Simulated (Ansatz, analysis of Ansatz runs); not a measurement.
**Moving an added hole between Fe sites in NaFeF3 (Cmcm)**

Question: does an added hole stay on the Fe atom where it is started in NaFeF3 (Cmcm), and if so, how high is the barrier for a hop to another Fe site nearby? Model: a cell of 60 host atoms.

Calculated with Ansatz 0.2.0; plane-wave PAW DFT, PBEsol+U; relaxation of all atoms of a supercell at fixed charge in a uniform background; PAW set soft_1.

### 1. The structure

The cell holds 60 atoms: 12 Na, 12 Fe and 36 F. Cell: a = 9.391 Å, b = 10.232 Å, c = 7.412 Å, α = 90.0°, β = 90.0°, γ = 90.0°. It derives from NaFeF3 (space group Cmcm). Nearest the centre at fractional (0.333, 0.500, 0.500): F35 at 1.41 Å, F33 at 1.41 Å, Fe26 at 1.57 Å, Fe6 at 1.57 Å, F32 at 2.57 Å, F12 at 2.57 Å, F10 at 2.57 Å, F30 at 2.57 Å.

Hubbard terms: Fe d 5.0 eV. They were chosen, not fitted, to curb self-interaction in the shells named, the trial site's among them. The two sites are Fe26 and Fe6. The cell's shortest repeat is 7.4 Å. The host's moments were started antiferromagnetic in the unit cell, high spin; both sites carry the same spin direction.

### 2. The cell without the carrier

The neutral cell is relaxed first, from small random displacements, so that bond lengths and moments with the carrier can be set beside those of a relaxed cell without it.

File neutral.relax/input.yaml:

```yaml
crystal:
  lattice:
    - [9.39113868, 0.0, 0.0]
    - [0.0, 10.23240737, 8.5e-07]
    - [0.0, 6.1e-07, 7.41163386]
  atoms:
    - { symbol: Na, position: [0.0, 0.749537, 0.25] }
    - { symbol: Na, position: [0.166667, 0.249537, 0.25] }
    - { symbol: Na, position: [0.0, 0.250463, 0.75] }
    - { symbol: Na, position: [0.166667, 0.750463, 0.75] }
    - { symbol: Fe, position: [0.0, 0.0, 0.5], spin: 4.0 }
    - { symbol: Fe, position: [0.166667, 0.5, 0.5], spin: 4.0 }
    - { symbol: Fe, position: [0.0, 0.0, 0.0], spin: -4.0 }
    - { symbol: Fe, position: [0.166667, 0.5, 0.0], spin: -4.0 }
    - { symbol: F, position: [0.0, 0.082827, 0.25] }
    - { symbol: F, position: [0.166667, 0.582827, 0.25] }
    - { symbol: F, position: [0.0, 0.917173, 0.75] }
    - { symbol: F, position: [0.166667, 0.417173, 0.75] }
    - { symbol: F, position: [0.0, 0.630704, 0.558149] }
    - { symbol: F, position: [0.166667, 0.130704, 0.558149] }
    - { symbol: F, position: [0.0, 0.369296, 0.441851] }
    - { symbol: F, position: [0.166667, 0.869296, 0.441851] }
    - { symbol: F, position: [0.0, 0.630704, 0.941851] }
    - { symbol: F, position: [0.166667, 0.130704, 0.941851] }
    - { symbol: F, position: [0.0, 0.369296, 0.058149] }
    - { symbol: F, position: [0.166667, 0.869296, 0.058149] }
    - { symbol: Na, position: [0.333333, 0.749537, 0.25] }
    - { symbol: Na, position: [0.5, 0.249537, 0.25] }
    - { symbol: Na, position: [0.333333, 0.250463, 0.75] }
    - { symbol: Na, position: [0.5, 0.750463, 0.75] }
    - { symbol: Fe, position: [0.333333, 0.0, 0.5], spin: 4.0 }
    - { symbol: Fe, position: [0.5, 0.5, 0.5], spin: 4.0 }
    - { symbol: Fe, position: [0.333333, 0.0, 0.0], spin: -4.0 }
    - { symbol: Fe, position: [0.5, 0.5, 0.0], spin: -4.0 }
    - { symbol: F, position: [0.333333, 0.082827, 0.25] }
    - { symbol: F, position: [0.5, 0.582827, 0.25] }
    - { symbol: F, position: [0.333333, 0.917173, 0.75] }
    - { symbol: F, position: [0.5, 0.417173, 0.75] }
    - { symbol: F, position: [0.333333, 0.630704, 0.558149] }
    - { symbol: F, position: [0.5, 0.130704, 0.558149] }
    - { symbol: F, position: [0.333333, 0.369296, 0.441851] }
    - { symbol: F, position: [0.5, 0.869296, 0.441851] }
    - { symbol: F, position: [0.333333, 0.630704, 0.941851] }
    - { symbol: F, position: [0.5, 0.130704, 0.941851] }
    - { symbol: F, position: [0.333333, 0.369296, 0.058149] }
    - { symbol: F, position: [0.5, 0.869296, 0.058149] }
    - { symbol: Na, position: [0.666667, 0.749537, 0.25] }
    - { symbol: Na, position: [0.833333, 0.249537, 0.25] }
    - { symbol: Na, position: [0.666667, 0.250463, 0.75] }
    - { symbol: Na, position: [0.833333, 0.750463, 0.75] }
    - { symbol: Fe, position: [0.666667, 0.0, 0.5], spin: 4.0 }
    - { symbol: Fe, position: [0.833333, 0.5, 0.5], spin: 4.0 }
    - { symbol: Fe, position: [0.666667, 0.0, 0.0], spin: -4.0 }
    - { symbol: Fe, position: [0.833333, 0.5, 0.0], spin: -4.0 }
    - { symbol: F, position: [0.666667, 0.082827, 0.25] }
    - { symbol: F, position: [0.833333, 0.582827, 0.25] }
    - { symbol: F, position: [0.666667, 0.917173, 0.75] }
    - { symbol: F, position: [0.833333, 0.417173, 0.75] }
    - { symbol: F, position: [0.666667, 0.630704, 0.558149] }
    - { symbol: F, position: [0.833333, 0.130704, 0.558149] }
    - { symbol: F, position: [0.666667, 0.369296, 0.441851] }
    - { symbol: F, position: [0.833333, 0.869296, 0.441851] }
    - { symbol: F, position: [0.666667, 0.630704, 0.941851] }
    - { symbol: F, position: [0.833333, 0.130704, 0.941851] }
    - { symbol: F, position: [0.666667, 0.369296, 0.058149] }
    - { symbol: F, position: [0.833333, 0.869296, 0.058149] }
basis:
  ecutwfc: 420
  xc_grid: 2
hamiltonian:
  xc: pbesol
  hubbard:
    sites: [{ species: Fe, l: d, u_eff: 5.0 }]
    projectors: ortho-atomic
  pseudopotentials: { kind: paw, azcp: { folder: soft_1 }, xc_functional: pbe }
kpoints:
  mp_grid: { grid: [1, 1, 1] }
magnetization:
  spin_polarized: true
  initial_magnetization: 0
  spin_locking: { lock_magnetization: hard }
scf:
  occupations: { method: fermi_dirac, width: 0.01 }
  max_iter: 120
  lower_state_search: "off"
output:
  forces: true
relax:
  f_tol: 0.02
  max_steps: 70
  random_displacement: { amplitude: 0.04, seed: 5686 }
checkpoint:
  write: "../neutral.relax.run"
  compress: false
  write_wavefunctions: true
  write_every: 100000
```

Run with:

```sh
$ ansatz run input.yaml --threads 8 --pin off --max-ram 17899MiB --backend cpu --events-out ev --progress --plain --runs-dir out
```

Numbers of over 12 decimals in the logs are rounded to 6 here.

Output:

```text
[... repeated set-up lines and file paths are left out, and long positions are rounded to six places ...]
Engine: ansatz 0.2.0, aarch64-unknown-linux-gnu
Pseudopotentials: kind: paw
Pseudopotential: Na, paw, valence charge 9, recommended cutoff 420 eV (normal), soft_1/Na.paw.azcp
Pseudopotential: Fe, paw, valence charge 16, recommended cutoff 420 eV (normal), soft_1/Fe.paw.azcp
Pseudopotential: F, paw, valence charge 7, recommended cutoff 420 eV (normal), soft_1/F.paw.azcp
Functional definition: PBEsol
  exchange = pbesol_x
  correlation = pbesol_c
Crystal: 60 atoms, lattice volume = 712.213 Å³
Basis set: ecut = 420 eV, 13917 PW (Γ), exchange–correlation on 128×144×100 points (8 copies of the dense FFT grid, shifted against one another)
Bands: 336, of which v1, the nominal top of the filled ones, is band 276 counted from 1 (275 counted from 0)
Symmetry: 1 space group operations
k-points: 1
Non-local potential: Na, projectors of the file, l = 0: 3, l = 1: 2, l = 2: 1
Non-local potential: Fe, projectors of the file, l = 0: 3, l = 1: 2, l = 2: 3, l = 3: 1
Non-local potential: F, projectors of the file, l = 0: 2, l = 1: 2, l = 2: 1
PAW form: soft (Blöchl's): semilocal exchange-correlation on the pseudo side does not see the compensation charge
PAW frozen core: Na, regenerated for the run's functional, and the local potential with it (the file was generated under x = pbe(κ = 0.804, μ = 0.219515), c = pbe(β = 0.066725))
PAW frozen core: Fe, regenerated for the run's functional, and the local potential with it (the file was generated under x = pbe(κ = 0.804, μ = 0.219515), c = pbe(β = 0.066725))
[...]
[... 3 atoms left out ...]
  atom  30  F      0.00088684    -0.00277221    -0.00052405
  [... 1 atom left out ...]
  atom  32  F      0.00525697     0.00464286    -0.00072183
  atom  33  F      0.00569683    -0.00151035    -0.00473089
  [... 1 atom left out ...]
  atom  35  F     -0.00023891     0.00046769    -0.00127657
  [... 25 atoms left out ...]
  max |Σ_I F_I| component: 9.12e-5 eV/Å
--- Band table (eV) ---
  k-point 0 ↑: bands = ["-82.3948", "-82.3941", "-82.3934", "-82.3923", [... 328 left out ...] "15.8500", "15.8508", "15.9840", "15.9843"]
  k-point 0 ↓: bands = ["-82.3954", "-82.3938", "-82.3920", "-82.3918", [... 328 left out ...] "15.8501", "15.8509", "15.9839", "15.9848"]
Occupation matrices written to <dir>
--- Relaxed structure (4 steps of the walk, 4 accepted, 0 SCFs on fresh bases) ---
  F+E_penalty+E_count = -99934.29583196 eV   max|allowed force component| = 1.172e-2 eV/Å
  atoms:
    - { symbol: Na, position: [-0.000378, 0.749126, 0.250555] }
    - { symbol: Na, position: [0.166438, 0.249243, 0.251017] }
    [... 3 atoms left out ...]
    - { symbol: Fe, position: [0.166607, 0.499885, 0.500590] }
    [... 3 atoms left out ...]
    - { symbol: F, position: [0.166339, 0.582113, 0.250782] }
    [... 1 atom left out ...]
    - { symbol: F, position: [0.166768, 0.417748, 0.750391] }
    [... 8 atoms left out ...]
    - { symbol: Na, position: [0.333042, 0.749011, 0.251218] }
    [... 1 atom left out ...]
    - { symbol: Na, position: [0.333402, 0.250454, 0.750212] }
    [... 2 atoms left out ...]
    - { symbol: Fe, position: [0.499894, 0.499608, 0.500031] }
    [... 3 atoms left out ...]
    - { symbol: F, position: [0.499797, 0.582082, 0.250244] }
    [... 1 atom left out ...]
    - { symbol: F, position: [0.499714, 0.417476, 0.750103] }
    - { symbol: F, position: [0.333218, 0.631043, 0.559005] }
    [... 1 atom left out ...]
    - { symbol: F, position: [0.333226, 0.368523, 0.441966] }
    [... 25 atoms left out ...]
[key lines of the parts left out:]
SCF converged after 15 iterations
Magnetization: 0.0000 μB (276.0000 up, 276.0000 down)
Free energy (F): -99934.295832 eV
Fermi energy:    6.979488 (↑ 6.979393, ↓ 6.979579) eV
```

Elapsed: 49 s, on 8 threads of Arm Neoverse V2, shared host; peak memory 1.7 GiB.

The largest displacement from an ideal site is 0.011 Å.

### 3. The hole on the first site

The nearest neighbour or neighbours of the site start displaced and the site's starting moment is changed by the carrier's spin, since a carrier doesn't trap itself in the undistorted lattice.

File A.relax/input.yaml:

```yaml
crystal:
  lattice:
    - [9.39113868, 0.0, 0.0]
    - [0.0, 10.23240737, 8.5e-07]
    - [0.0, 6.1e-07, 7.41163386]
  atoms:
    - { symbol: Na, position: [-0.000378, 0.749126, 0.250555] }
    - { symbol: Na, position: [0.166438, 0.249243, 0.251017] }
    - { symbol: Na, position: [0.000468, 0.250501, 0.751451] }
    - { symbol: Na, position: [0.166471, 0.750783, 0.750364] }
    - { symbol: Fe, position: [-0.000458, -1.0e-06, 0.500838], spin: 4.0 }
    - { symbol: Fe, position: [0.166607, 0.499885, 0.50059], spin: 4.0 }
    - { symbol: Fe, position: [-0.000163, -0.000166, 0.000923], spin: -4.0 }
    - { symbol: Fe, position: [0.166399, 0.500021, 0.000505], spin: -4.0 }
    - { symbol: F, position: [-0.000364, 0.08203, 0.25082] }
    - { symbol: F, position: [0.166339, 0.582113, 0.250782] }
    - { symbol: F, position: [-0.000307, 0.917825, 0.750886] }
    - { symbol: F, position: [0.166768, 0.417748, 0.750391] }
    - { symbol: F, position: [-0.000386, 0.630862, 0.559304] }
    - { symbol: F, position: [0.166305, 0.131138, 0.559244] }
    - { symbol: F, position: [-3.2e-05, 0.368785, 0.441842] }
    - { symbol: F, position: [0.166251, 0.868507, 0.44296] }
    - { symbol: F, position: [-0.000141, 0.631194, 0.9426] }
    - { symbol: F, position: [0.166504, 0.131187, 0.942614] }
    - { symbol: F, position: [-0.000182, 0.368563, 0.058359] }
    - { symbol: F, position: [0.166376, 0.86866, 0.059366] }
    - { symbol: Na, position: [0.333042, 0.749011, 0.251218] }
    - { symbol: Na, position: [0.499863, 0.249154, 0.249336] }
    - { symbol: Na, position: [0.333402, 0.250454, 0.750212] }
    - { symbol: Na, position: [0.499857, 0.750396, 0.749502] }
    - { symbol: Fe, position: [0.332894, -0.000142, 0.500702], spin: 4.0 }
    - { symbol: Fe, position: [0.499894, 0.499608, 0.500031], spin: 5.0 }
    - { symbol: Fe, position: [0.333149, -0.000234, 0.000863], spin: -4.0 }
    - { symbol: Fe, position: [0.499702, 0.499928, 7.6e-05], spin: -4.0 }
    - { symbol: F, position: [0.332973, 0.082119, 0.250826] }
    - { symbol: F, position: [0.499797, 0.57788, 0.262387] }
    - { symbol: F, position: [0.333163, 0.917729, 0.750768] }
    - { symbol: F, position: [0.499714, 0.421679, 0.73796] }
    - { symbol: F, position: [0.341098, 0.624788, 0.556307] }
    - { symbol: F, position: [0.499656, 0.130948, 0.559176] }
    - { symbol: F, position: [0.341106, 0.374778, 0.444665] }
    - { symbol: F, position: [0.499567, 0.86852, 0.4426] }
    - { symbol: F, position: [0.333121, 0.631229, 0.942368] }
    - { symbol: F, position: [0.499875, 0.131015, 0.942767] }
    - { symbol: F, position: [0.332878, 0.368869, 0.058638] }
    - { symbol: F, position: [0.499737, 0.868569, 0.059229] }
    - { symbol: Na, position: [0.66651, 0.749387, 0.249879] }
    - { symbol: Na, position: [0.833, 0.249009, 0.249682] }
    - { symbol: Na, position: [0.666816, 0.250673, 0.750105] }
    - { symbol: Na, position: [0.833236, 0.750331, 0.74944] }
    - { symbol: Fe, position: [0.666271, -0.000125, 0.500704], spin: 4.0 }
    - { symbol: Fe, position: [0.833162, 0.499565, 0.50006], spin: 4.0 }
    - { symbol: Fe, position: [0.66642, -0.000356, 0.000595], spin: -4.0 }
    - { symbol: Fe, position: [0.8331, 0.499851, 0.000221], spin: -4.0 }
    - { symbol: F, position: [0.666236, 0.081977, 0.250749] }
    - { symbol: F, position: [0.833011, 0.582044, 0.250215] }
    - { symbol: F, position: [0.666393, 0.917403, 0.750629] }
    - { symbol: F, position: [0.833352, 0.417584, 0.750237] }
    - { symbol: F, position: [0.658671, 0.624669, 0.555217] }
    - { symbol: F, position: [0.83289, 0.131156, 0.559153] }
    - { symbol: F, position: [0.658694, 0.374546, 0.44412] }
    - { symbol: F, position: [0.833079, 0.868668, 0.442442] }
    - { symbol: F, position: [0.666447, 0.630831, 0.941614] }
    - { symbol: F, position: [0.833088, 0.130964, 0.942621] }
    - { symbol: F, position: [0.666241, 0.36865, 0.058167] }
    - { symbol: F, position: [0.833105, 0.868706, 0.059187] }
total_charge: 1
basis:
  ecutwfc: 420
  xc_grid: 2
hamiltonian:
  xc: pbesol
  hubbard:
    sites: [{ species: Fe, l: d, u_eff: 5.0 }]
    projectors: ortho-atomic
  pseudopotentials: { kind: paw, azcp: { folder: soft_1 }, xc_functional: pbe }
kpoints:
  mp_grid: { grid: [1, 1, 1] }
magnetization:
  spin_polarized: true
  initial_magnetization: 1
  spin_locking: { lock_magnetization: hard }
scf:
  occupations: { method: fermi_dirac, width: 0.01 }
  max_iter: 120
  lower_state_search: "off"
output:
  forces: true
relax:
  f_tol: 0.015
  max_steps: 70
  escape_saddle: false
checkpoint:
  write: "../A.relax.run"
  compress: false
  write_wavefunctions: true
  write_every: 100000
```

Output:

```text
[...]
Crystal: 60 atoms, lattice volume = 712.213 Å³
Basis set: ecut = 420 eV, 13917 PW (Γ), exchange–correlation on 128×144×100 points (8 copies of the dense FFT grid, shifted against one another)
Bands: 336, of which v1, the nominal top of the filled ones, is band 276 counted from 1 (275 counted from 0)
Symmetry: 1 space group operations
[...]
k-points: 1
[...]
Starting moments: Σ|m| = 49 μB on 12 of 60 sites
[...]
SCF iter   1: F=—  HF=-100134.975346 eV  |F-HF|=—  |Δ(HF+E_count)|=         —  Δρ=3.47e-1 (↑3.47e-1 ↓3.41e-1)  dr2=2.54e3  dr2_m=1.98e2  M=1.000 μB ∫|m|=14.761 μB  β_m=0.30  ethr=3.10e-3  ⟨swp⟩=5.0  Hψ=2109  notcnv=0  defer=49
[...]
SCF iter  36: F=-99939.754615 eV  HF=-99939.754615 eV  |F-HF|=2.34e-7  |Δ(HF+E_count)|=   1.13e-5  Δρ=1.51e-5 (↑1.51e-5 ↓7.87e-6)  dr2=1.66e-6  dr2_m=3.16e-7  M=1.000 μB ∫|m|=48.264 μB  ethr=4.70e-10  ⟨swp⟩=5.0  Hψ=1908  notcnv=0
SCF 1 converged in 36 iterations: F = -99939.754615 eV  dr2 = 1.66e-6
[...]
relax step   1: F+E_penalty+E_count = -99939.75461498 eV  Δ(F+E_penalty+E_count) = +0.000e0 eV  max|allowed force component| = 6.820e-1 eV/Å  Δτ_max = 0.0000 Å  (36 SCF iters, dr2 threshold 5.63e-6 eV, accepted)
[...]
relax step   2: F+E_penalty+E_count = -99940.00358097 eV  Δ(F+E_penalty+E_count) = -2.490e-1 eV  max|allowed force component| = 3.619e-1 eV/Å  Δτ_max = 0.0703 Å  (7 SCF iters, dr2 threshold 2.91e-5 eV, accepted)
relax step   3: F+E_penalty+E_count = -99940.07183499 eV  Δ(F+E_penalty+E_count) = -6.825e-2 eV  max|allowed force component| = 4.625e-2 eV/Å  Δτ_max = 0.0488 Å  (13 SCF iters, dr2 threshold 8.19e-6 eV, accepted)
relax step   4: F+E_penalty+E_count = -99940.07612940 eV  Δ(F+E_penalty+E_count) = -4.294e-3 eV  max|allowed force component| = 2.379e-2 eV/Å  Δτ_max = 0.0109 Å  (16 SCF iters, accepted)
SCF iter   1: F=—  HF=-99940.079775 eV  |F-HF|=—  |Δ(HF+E_count)|=         —  Δρ=6.93e-4 (↑6.55e-4 ↓6.93e-4)  dr2=5.80e-3  dr2_m=1.59e-4  M=1.000 μB ∫|m|=48.261 μB  β_m=0.30  ethr=1.13e-5  ⟨swp⟩=5.0  Hψ=1437  notcnv=0  defer=112
[...]
SCF iter  14: F=-99940.077953 eV  HF=-99940.077953 eV  |F-HF|=1.85e-8  |Δ(HF+E_count)|=   4.54e-6  Δρ=2.89e-6 (↑2.89e-6 ↓2.43e-6)  dr2=9.48e-8  dr2_m=8.39e-9  M=1.000 μB ∫|m|=48.261 μB  ethr=1.81e-11  ⟨swp⟩=2.0  Hψ=2897  notcnv=0
SCF 5 converged in 14 iterations: F = -99940.077953 eV  dr2 = 9.48e-8
relax step   5: F+E_penalty+E_count = -99940.07795256 eV  Δ(F+E_penalty+E_count) = -1.823e-3 eV  max|allowed force component| = 6.054e-3 eV/Å  Δτ_max = 0.0127 Å  (14 SCF iters, accepted)
NSCF: frozen V_eff on 1 k-points
[...]
SCF converged after 14 iterations
[...]
Magnetization: 1.0000 μB (276.0000 up, 275.0000 down)
Absolute magnetization: 48.2739 μB (∫|ρ↑−ρ↓|, with the PAW one-centre terms)
[...]
Per-site moments (μB) at R_I (Å): [(6.214285923151137e-7, 0.973412), (6.520651333517286e-5, 0.944221), (1.9446013092728217e-6, 0.973310), [... 57 left out ...]
Free energy (F): -99940.077953 eV
[...]
Internal energy: -99940.077953 eV  (E = F + TS)
E sigma→0 (E₀):  -99940.077953 eV
Fermi energy:    6.053124 (↑ 7.080536, ↓ 6.051726) eV
[...]
--- Forces (eV/Å), atoms counted from 1 ---
  atom   1  Na     0.00001760     0.00242264     0.00400369
  atom   2  Na    -0.00104549    -0.00027248     0.00255122
  [... 3 atoms left out ...]
  atom   6  Fe     0.00605439     0.00008708    -0.00039971
  [... 3 atoms left out ...]
  atom  10  F     -0.00102265     0.00196227    -0.00247656
  [... 1 atom left out ...]
  atom  12  F     -0.00064501    -0.00211531     0.00315281
  [... 8 atoms left out ...]
  atom  21  Na     0.00039857    -0.00090156    -0.00273174
  [... 1 atom left out ...]
  atom  23  Na    -0.00014493     0.00112763     0.00307092
  [... 2 atoms left out ...]
  atom  26  Fe    -0.00020656     0.00080346     0.00051356
  [... 3 atoms left out ...]
  atom  30  F     -0.00005957     0.00178039     0.00162718
  [... 1 atom left out ...]
  atom  32  F      0.00010128    -0.00215674    -0.00158768
  atom  33  F     -0.00535349     0.00188465     0.00127731
  [... 1 atom left out ...]
  atom  35  F     -0.00511573    -0.00193494    -0.00150999
  [... 25 atoms left out ...]
  max |Σ_I F_I| component: 5.95e-5 eV/Å
--- Band table (eV) ---
[...]
Occupation matrices written to <dir>
--- Relaxed structure (5 steps of the walk, 5 accepted, 0 SCFs on fresh bases) ---
  F+E_penalty+E_count = -99940.07795256 eV   max|allowed force component| = 6.054e-3 eV/Å
  atoms:
    - { symbol: Na, position: [-0.000218, 0.749929, 0.251849] }
    - { symbol: Na, position: [0.164025, 0.244899, 0.244384] }
    [... 3 atoms left out ...]
    - { symbol: Fe, position: [0.165155, 0.499821, 0.500461] }
    [... 3 atoms left out ...]
    - { symbol: F, position: [0.170457, 0.580677, 0.253745] }
    [... 1 atom left out ...]
    - { symbol: F, position: [0.170455, 0.418986, 0.747158] }
    [... 8 atoms left out ...]
    - { symbol: Na, position: [0.332727, 0.753923, 0.246215] }
    [... 1 atom left out ...]
    - { symbol: Na, position: [0.332761, 0.245726, 0.754954] }
    [... 2 atoms left out ...]
    - { symbol: Fe, position: [0.499791, 0.499777, 0.500365] }
    [... 3 atoms left out ...]
    - { symbol: F, position: [0.499793, 0.578732, 0.261900] }
    [... 1 atom left out ...]
    - { symbol: F, position: [0.499791, 0.420929, 0.738885] }
    - { symbol: F, position: [0.347412, 0.622226, 0.566006] }
    [... 1 atom left out ...]
    - { symbol: F, position: [0.347375, 0.377387, 0.434770] }
    [... 25 atoms left out ...]
```

It took 61 s on 8 threads; peak memory 1.7 GiB; 7.6 min of CPU time.

Step by step:

| step | energy less that of the first step (eV) | largest force component (eV/Å) |
| --- | --- | --- |
| 1 | 0.0000 | 0.6820 |
| 2 | -0.2490 | 0.3619 |
| 3 | -0.3172 | 0.0463 |
| 4 | -0.3215 | 0.0238 |
| 5 | -0.3233 | 0.0061 |

The atoms that moved most (Å):

| atom | dx | dy | dz | length |
| --- | --- | --- | --- | --- |
| Na24 | -0.001 | 0.086 | 0.096 | 0.129 |
| Na22 | -0.001 | -0.084 | -0.085 | 0.120 |
| F53 | -0.061 | -0.025 | 0.080 | 0.104 |
| F35 | 0.059 | 0.027 | -0.073 | 0.098 |
| F55 | -0.061 | 0.029 | -0.069 | 0.097 |
| F33 | 0.059 | -0.026 | 0.072 | 0.097 |
| Na44 | 0.021 | 0.045 | 0.052 | 0.072 |
| Na2 | -0.023 | -0.044 | -0.049 | 0.070 |

The moves above count from the input, in which the site's nearest neighbours were already displaced; the distances below compare with the cell without the carrier.

Distances from Fe26 without and with the hole:

| atom | without (Å) | with (Å) |
| --- | --- | --- |
| F32 | 2.04 | 1.94 |
| F30 | 2.03 | 1.94 |
| F55 | 2.11 | 1.96 |
| F35 | 2.11 | 1.96 |
| F53 | 2.11 | 1.96 |
| F33 | 2.11 | 1.96 |

The largest changes of the moments are 0.58 μB on Fe26, 0.07 μB on F32 and 0.07 μB on F30. The largest part sits on the chosen site.

[end of part 1 of 2]

[Logs are printed without paths, hosts, clocks, repeated set-up lines and the standing remarks that a program may print on its own settings, such as how far it seeks lower states.]

[Hosts, paths, dates, database ids (printed as entryN), source tags and the programs' standing remarks are cut or masked in the printed files.]
